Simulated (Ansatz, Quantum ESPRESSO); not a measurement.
# RbCdH3 (Pm-3m): zone-centre phonons, part 2 of 3

Aim: the zone-centre modes of RbCdH3 (Pm-3m).

Quantum ESPRESSO 8.0 development, patched; DFT LDA, scalar-relativistic, plane waves, PseudoDojo norm-conserving pseudopotentials.

So far. Step 2 (A first look): No gap opens on this mesh, so smearing is kept; the start stands at -7.9 GPa. Step 4 (Self-consistent run for the response): The cell stands at -0.026 GPa, close enough for phonons. The relaxed cell has a = 4.063 Å (conventional setting).

The structure was built from a prototype and need not be the compound's stable phase.

## (5) Linear response at Γ

At q = 0 one unit cell holds all displacements; symmetry groups them into irreducible representations that are solved one by one. With smeared occupations no response to a homogeneous field can be asked.

Contents of ph.in:

```
phonons
 &inputph
    prefix='x',
    outdir='./tmp',
    fildyn='g.dyn',
    tr2_ph=1.0d-18,
    alpha_mix(1)=0.4,
    nmix_ph=8,
 /
0.000000000000 0.000000000000 0.000000000000
```

The run is started by

```console
OMP_NUM_THREADS=1 mpirun -n 4 ph.x -nk 4 -in ph.in > ph.out
```

Output:

```text
[banners, grids, parts of the stress and lines that vanish by symmetry left out]
[banner, memory and clock lines left out]
Program PHONON v.8.0dev

     Dynamical matrices for q-points given in input
     (   1q-points):
       N         xq(1)         xq(2)         xq(3)
       1   0.000000000   0.000000000   0.000000000

     ./tmp/x.save/

     IMPORTANT: XC functional enforced from input :
     Exchange-correlation= PW
                           (   1   4   0   0   0   0   0)
     Any further DFT definition will be discarded
     Please, verify this is what you really want

     In Cd.upf r*V + 2Z of the local potential adds  1.5E-02 Ry bohr^3 between 6 and 10 bohr.
     Times the mean valence density, that enters the energy per atom

     G-vector sticks info

     Reading collected, re-writing distributed wavefunctions in ./tmp/

     Number and degeneracy of irreps per q-point
       N         xq(1)         xq(2)         xq(3)   N irreps
       1   0.000000000   0.000000000   0.000000000       5
        3   3   3   3   3

     Calculation of q =    0.0000000   0.0000000   0.0000000

     phonons

     bravais-lattice index     =            0
     lattice parameter (alat)  =       7.6772  a.u.
     unit-cell volume          =     452.4814 (a.u.)^3
     number of atoms/cell      =            5
     number of atomic types    =            3
     kinetic-energy cut-off    =     102.0000  Ry
     charge density cut-off    =     408.0000  Ry
     convergence threshold     =      1.0E-18
     beta                      =       0.4000
     number of iterations used =            8
     Exchange-correlation= PW
                           (   1   4   0   0   0   0   0)

     celldm(1)=    7.67715  celldm(2)=    0.00000  celldm(3)=    0.00000
     celldm(4)=    0.00000  celldm(5)=    0.00000  celldm(6)=    0.00000

     crystal axes: (cart. coord. in units of alat)
               a(1) = (  1.0000  0.0000  0.0000 )
               a(2) = (  0.0000  1.0000  0.0000 )
               a(3) = (  0.0000  0.0000  1.0000 )

     reciprocal axes: (cart. coord. in units 2 pi/alat)
               b(1) = (  1.0000  0.0000  0.0000 )
               b(2) = (  0.0000  1.0000  0.0000 )
               b(3) = (  0.0000  0.0000  1.0000 )

     Atoms inside the unit cell:

     Cartesian axes

     site n.  atom      mass           positions (alat units)
        1  Rb     85.4678   tau(    1) = (    0.00000    0.00000    0.00000  )
        2  Cd    112.4140   tau(    2) = (    0.50000    0.50000    0.50000  )
        3  H       1.0080   tau(    3) = (    0.50000    0.50000    0.00000  )
        4  H       1.0080   tau(    4) = (    0.50000    0.00000    0.50000  )
        5  H       1.0080   tau(    5) = (    0.00000    0.50000    0.50000  )

     Computing dynamical matrix for
                    q = (   0.0000000   0.0000000   0.0000000 )

     49 Sym.Ops. (with q -> -q+G )

     G cutoff =  609.1173  (  62933 G-vectors)     FFT grid: ( 50, 50, 50)

     number of k points=    35  Marzari-Vanderbilt smearing, width (Ry)=  0.0200
                       cart. coord. in units 2pi/alat
        k(    1) = (   0.0000000   0.0000000   0.0000000), wk =   0.0039062
        k(    2) = (   0.0000000   0.0000000   0.1250000), wk =   0.0234375
        k(    3) = (   0.0000000   0.0000000   0.2500000), wk =   0.0234375
        [... further k-points left out ...]

     PseudoPot. # 1 for Rb read from file:
     ./pseudo/Rb.upf
     Pseudo is Norm-conserving + core correction, Zval =  9.0
     Using radial grid of 2226 points,  6 beta functions with:
                l(1) =   0
                l(2) =   0
                l(3) =   1
                l(4) =   1
                l(5) =   2
                l(6) =   2

     PseudoPot. # 2 for Cd read from file:
     ./pseudo/Cd.upf
     Pseudo is Norm-conserving + core correction, Zval = 20.0
     Using radial grid of 1336 points,  6 beta functions with:
                l(1) =   0
                l(2) =   0
                l(3) =   1
                l(4) =   1
                l(5) =   2
                l(6) =   2

     PseudoPot. # 3 for H  read from file:
     ./pseudo/H.upf
     Pseudo is Norm-conserving, Zval =  1.0
     Using radial grid of 1180 points,  3 beta functions with:
                l(1) =   0
                l(2) =   0
                l(3) =   1

     Mode symmetry, O_h (m-3m)  point group:

     Atomic displacements:
     There are    5 irreducible representations

     Representation     1      3 modes -  To be done

     Representation     2      3 modes -  To be done

     Representation     3      3 modes -  To be done

     Representation     4      3 modes -  To be done

     Representation     5      3 modes -  To be done

     Alpha used in Ewald sum =   2.8000

     Representation #   1 modes #   1   2   3

     Self-consistent Calculation

     The passes end when |ddv_scf|^2 is under  4.4E-20 (on this mesh; tr2_ph alone asks  1.0E-18)
      iter #   1   av.it.:   4.6
      thresh= 1.000E-02 alpha_mix =  0.400 |ddv_scf|^2 =  4.929E-09
      iter #   2   av.it.:  15.2
      thresh= 7.021E-06 alpha_mix =  0.400 |ddv_scf|^2 =  1.826E-10
      iter #   3   av.it.:  15.5
      thresh= 1.351E-06 alpha_mix =  0.400 |ddv_scf|^2 =  2.008E-11
      iter #   4   av.it.:  16.0
      thresh= 4.481E-07 alpha_mix =  0.400 |ddv_scf|^2 =  4.639E-13
      iter #   5   av.it.:  16.6
      thresh= 6.811E-08 alpha_mix =  0.400 |ddv_scf|^2 =  8.950E-15
      iter #   6   av.it.:  16.4
      thresh= 9.461E-09 alpha_mix =  0.400 |ddv_scf|^2 =  1.292E-15
      iter #   7   av.it.:  16.1
      thresh= 3.594E-09 alpha_mix =  0.400 |ddv_scf|^2 =  4.623E-17
      iter #   8   av.it.:  16.7
      thresh= 6.800E-10 alpha_mix =  0.400 |ddv_scf|^2 =  9.989E-19
      iter #   9   av.it.:  16.6
      thresh= 9.994E-11 alpha_mix =  0.400 |ddv_scf|^2 =  9.017E-20
      iter #  10   av.it.:  16.0
      thresh= 3.003E-11 alpha_mix =  0.400 |ddv_scf|^2 =  9.228E-22

     End of self-consistent calculation

     Convergence has been achieved

     Representation #   2 modes #   4   5   6

     Self-consistent Calculation

     The passes end when |ddv_scf|^2 is under  4.4E-20 (on this mesh; tr2_ph alone asks  1.0E-18)
      iter #   1   av.it.:  10.1
      thresh= 1.000E-02 alpha_mix =  0.400 |ddv_scf|^2 =  5.217E-06
      iter #   2   av.it.:  14.7
      thresh= 2.284E-04 alpha_mix =  0.400 |ddv_scf|^2 =  8.320E-08
      iter #   3   av.it.:  15.1
      thresh= 2.884E-05 alpha_mix =  0.400 |ddv_scf|^2 =  7.631E-09
      iter #   4   av.it.:  15.2
      thresh= 8.736E-06 alpha_mix =  0.400 |ddv_scf|^2 =  3.593E-10
[...]
End of self-consistent calculation

     Convergence has been achieved

     Representation #   3 modes #   7   8   9

     Self-consistent Calculation

     The passes end when |ddv_scf|^2 is under  4.4E-20 (on this mesh; tr2_ph alone asks  1.0E-18)
[...]
End of self-consistent calculation

     Convergence has been achieved

     Representation #   4 modes #  10  11  12

     Self-consistent Calculation

     The passes end when |ddv_scf|^2 is under  4.4E-20 (on this mesh; tr2_ph alone asks  1.0E-18)
[...]
End of self-consistent calculation

     Convergence has been achieved

     Representation #   5 modes #  13  14  15

     Self-consistent Calculation

     The passes end when |ddv_scf|^2 is under  4.4E-20 (on this mesh; tr2_ph alone asks  1.0E-18)
[...]
iter #   2   av.it.:  14.3
      thresh= 3.104E-06 alpha_mix =  0.400 |ddv_scf|^2 =  2.495E-10
      iter #   3   av.it.:  15.0
      thresh= 1.580E-06 alpha_mix =  0.400 |ddv_scf|^2 =  2.231E-13
      iter #   4   av.it.:  15.6
      thresh= 4.723E-08 alpha_mix =  0.400 |ddv_scf|^2 =  2.502E-14
      iter #   5   av.it.:  14.9
      thresh= 1.582E-08 alpha_mix =  0.400 |ddv_scf|^2 =  2.479E-16
      iter #   6   av.it.:  15.1
      thresh= 1.574E-09 alpha_mix =  0.400 |ddv_scf|^2 =  1.405E-18
      iter #   7   av.it.:  15.8
      thresh= 1.185E-10 alpha_mix =  0.400 |ddv_scf|^2 =  7.501E-20
      iter #   8   av.it.:  15.5
      thresh= 2.739E-11 alpha_mix =  0.400 |ddv_scf|^2 =  1.925E-22

     End of self-consistent calculation

     Convergence has been achieved

     Number of q in the star =    1
     List of q in the star:
          1   0.000000000   0.000000000   0.000000000

     Diagonalizing the dynamical matrix

     q = (    0.000000000   0.000000000   0.000000000 )

 **************************************************************************
     freq (    1) =      -0.019103 [THz] =      -0.637206 [cm-1]
     freq (    2) =      -0.019103 [THz] =      -0.637206 [cm-1]
     freq (    3) =      -0.019103 [THz] =      -0.637206 [cm-1]
     freq (    4) =       3.143393 [THz] =     104.852303 [cm-1]
     freq (    5) =       3.143393 [THz] =     104.852303 [cm-1]
     freq (    6) =       3.143393 [THz] =     104.852303 [cm-1]
     freq (    7) =      15.388961 [THz] =     513.320474 [cm-1]
     freq (    8) =      15.388961 [THz] =     513.320474 [cm-1]
     freq (    9) =      15.388961 [THz] =     513.320474 [cm-1]
     freq (   10) =      19.177655 [THz] =     639.697725 [cm-1]
     freq (   11) =      19.177655 [THz] =     639.697725 [cm-1]
     freq (   12) =      19.177655 [THz] =     639.697725 [cm-1]
     freq (   13) =      32.371565 [THz] =    1079.799162 [cm-1]
     freq (   14) =      32.371565 [THz] =    1079.799162 [cm-1]
     freq (   15) =      32.371565 [THz] =    1079.799162 [cm-1]
 **************************************************************************

     Mode symmetry, O_h (m-3m)  point group:

     freq (   1-   3) =         -0.6  [cm-1]   --> T_1u G_15  G_4- I
     freq (   4-   6) =        104.9  [cm-1]   --> T_1u G_15  G_4- I
     freq (   7-   9) =        513.3  [cm-1]   --> T_1u G_15  G_4- I
     freq (  10-  12) =        639.7  [cm-1]   --> T_2u G_25  G_5-
     freq (  13-  15) =       1079.8  [cm-1]   --> T_1u G_15  G_4- I
```

It took 12 min on 4 MPI ranks of Intel Xeon Platinum 8488C (Sapphire Rapids), shared host; 48 min of CPU time.

Numbers from this step:

| Quantity | Value |
| --- | --- |
| largest acoustic frequency at the zone centre before the sum rule | -0.64 cm⁻¹ |
| highest optical zone-centre mode (no LO-TO term) | 1080 cm⁻¹ |
| lowest optical zone-centre mode | 104.8 cm⁻¹ |

The acoustic modes at Γ come out as far as 0.6 cm⁻¹ from zero, where they should vanish, a small numerical error.

## (6) Modes with the sum rule

A rigid shift of the crystal must cost nothing, but grids and finite bases break this; the acoustic sum rule is imposed before the matrix is diagonalised again.

Contents of dynmat.in:

```
 &input
    fildyn='g.dyn',
    asr='simple',
    fileig='dynmat.eig',
 /
```

The run is started by

```console
dynmat.x -in dynmat.in > dynmat.out
```

Output:

```text
[banner, memory and clock lines left out]
Program DYNMAT v.8.0dev

     Reading Dynamical Matrix from file g.dyn
     ...Force constants read
     ...epsilon and Z* not read (not found on file)
     A direction for q was not specified:TO-LO splitting will be absent

     Polarizability (A^3 units)
     multiply by 1.000000 for Clausius-Mossotti correction (not under assume_isolated = 'mt')
         0.000000    0.000000    0.000000
         0.000000    0.000000    0.000000
         0.000000    0.000000    0.000000

     IR activities are in (D/A)^2/amu units

# mode   [cm-1]    [THz]      IR
    1     -0.00   -0.0000    0.0000
    2     -0.00   -0.0000    0.0000
    3      0.00    0.0000    0.0000
    4    104.85    3.1434    0.0000
    5    104.85    3.1434    0.0000
    6    104.85    3.1434    0.0000
    7    513.30   15.3884    0.0000
    8    513.30   15.3884    0.0000
    9    513.30   15.3884    0.0000
   10    639.68   19.1770    0.0000
   11    639.68   19.1770    0.0000
   12    639.68   19.1770    0.0000
   13   1079.81   32.3718    0.0000
   14   1079.81   32.3718    0.0000
   15   1079.81   32.3718    0.0000

[end of the log left out, with the tail of the file of modes that dynmat.x writes under the same name]
```

It took 0.64 s on 1 thread.

Unit eigenvectors of the mass-weighted matrix after the sum rule; no LO-TO term. Modes at Γ, with each element's share of the kinetic energy:

```tsv
mode	frequency (cm⁻¹)	symmetry	Rb %	Cd %	H %
1	0.0	acoustic	43	56	2
2	0.0	acoustic	43	56	2
3	0.0	acoustic	43	56	2
4	104.8	T1u	56	44	0
5	104.8	T1u	56	44	0
6	104.8	T1u	56	44	0
7	513.3	T1u	1	0	98
8	513.3	T1u	1	0	98
9	513.3	T1u	1	0	98
10	639.7	T2u	0	0	100
11	639.7	T2u	0	0	100
12	639.7	T2u	0	0	100
13	1079.8	T1u	0	0	100
14	1079.8	T1u	0	0	100
15	1079.8	T1u	0	0	100
```

Displacements in mode 6 (104.8 cm⁻¹), the largest set to 1:
```
Rb1  0.88  1.00  0.03
Cd2 -0.67 -0.77 -0.02
H3   0.36  0.41  0.00
H4   0.36  0.10  0.01
H5   0.09  0.41  0.01
```

Displacements in mode 14 (1079.8 cm⁻¹), the largest set to 1:
```
Rb1  0.00  0.00  0.00
Cd2  0.00  0.00  0.00
H3   0.00  0.00  1.00
H4   0.00  0.00 -0.33
H5   0.00  0.00 -0.33
```

The rule moves no optical mode by more than 0.1 cm⁻¹.

## (7) Sum rules set otherwise: a sum rule for molecules or wires on a crystal

This rule also removes rotations, which suits molecules and not a crystal; it is tried to see the harm.

Contents of dynmat.in:

```
 &input
    fildyn='g.dyn',
    asr='zero-dim',
    fileig='dynmat.eig',
 /
```

The run is started by

```console
dynmat.x -in dynmat.in > dynmat.out
```

Output:

```text
[banner, memory and clock lines left out]
Program DYNMAT v.8.0dev

     Reading Dynamical Matrix from file g.dyn
     ...Force constants read
     ...epsilon and Z* not read (not found on file)
     Warning: this looks like a crystal, not a molecule in a box: use asr = 'crystal'
     Acoustic Sum Rule: || Z*(ASR) - Z*(orig)|| =    0.000000E+00
     Acoustic Sum Rule: ||dyn(ASR) - dyn(orig)||=    1.099191E-01
     A direction for q was not specified:TO-LO splitting will be absent

     Polarizability (A^3 units)
     multiply by 1.000000 for Clausius-Mossotti correction (not under assume_isolated = 'mt')
         0.000000    0.000000    0.000000
         0.000000    0.000000    0.000000
         0.000000    0.000000    0.000000

     IR activities are in (D/A)^2/amu units

# mode   [cm-1]    [THz]      IR
    1     -0.00   -0.0000    0.0000
    2     -0.00   -0.0000    0.0000
    3     -0.00   -0.0000    0.0000
    4      0.00    0.0000    0.0000
    5      0.00    0.0000    0.0000
    6      0.00    0.0000    0.0000
    7    104.85    3.1433    0.0000
    8    488.22   14.6365    0.0000
    9    488.22   14.6365    0.0000
   10    513.29   15.3882    0.0000
   11    652.04   19.5478    0.0000
   12    652.04   19.5478    0.0000
   13    988.88   29.6457    0.0000
   14    988.88   29.6457    0.0000
   15   1079.80   32.3716    0.0000

[end of the log left out, with the tail of the file of modes that dynmat.x writes under the same name]
```

Elapsed: 0.63 s, on 1 thread.

The run ended normally, but on settings that are not sound.

The fault: a sum rule for molecules or wires on a crystal; 3 optical modes are projected out to zero frequency, as if they were rotations.

For a crystal the rule has to be 'simple' or 'crystal'.

Zone-centre frequencies as printed; negative means imaginary. Modes:

```tsv
mode	frequency (cm⁻¹)
1	0
2	0
3	0
4	0
5	0
6	0
7	104.8
8	488.2
9	488.2
10	513.3
11	652
12	652
13	988.9
14	988.9
15	1080
```

(Continued in part 3 of 3.)

[Host names and launcher messages were left out of these logs when they were recorded.]

[Logs are printed without paths, hosts, clocks, repeated set-up lines and the standing remarks that a program may print on its own settings, such as how far it seeks lower states.]

[Hosts, paths, dates, database ids (printed as entryN), source tags and the programs' standing remarks are cut or masked in the printed files.]
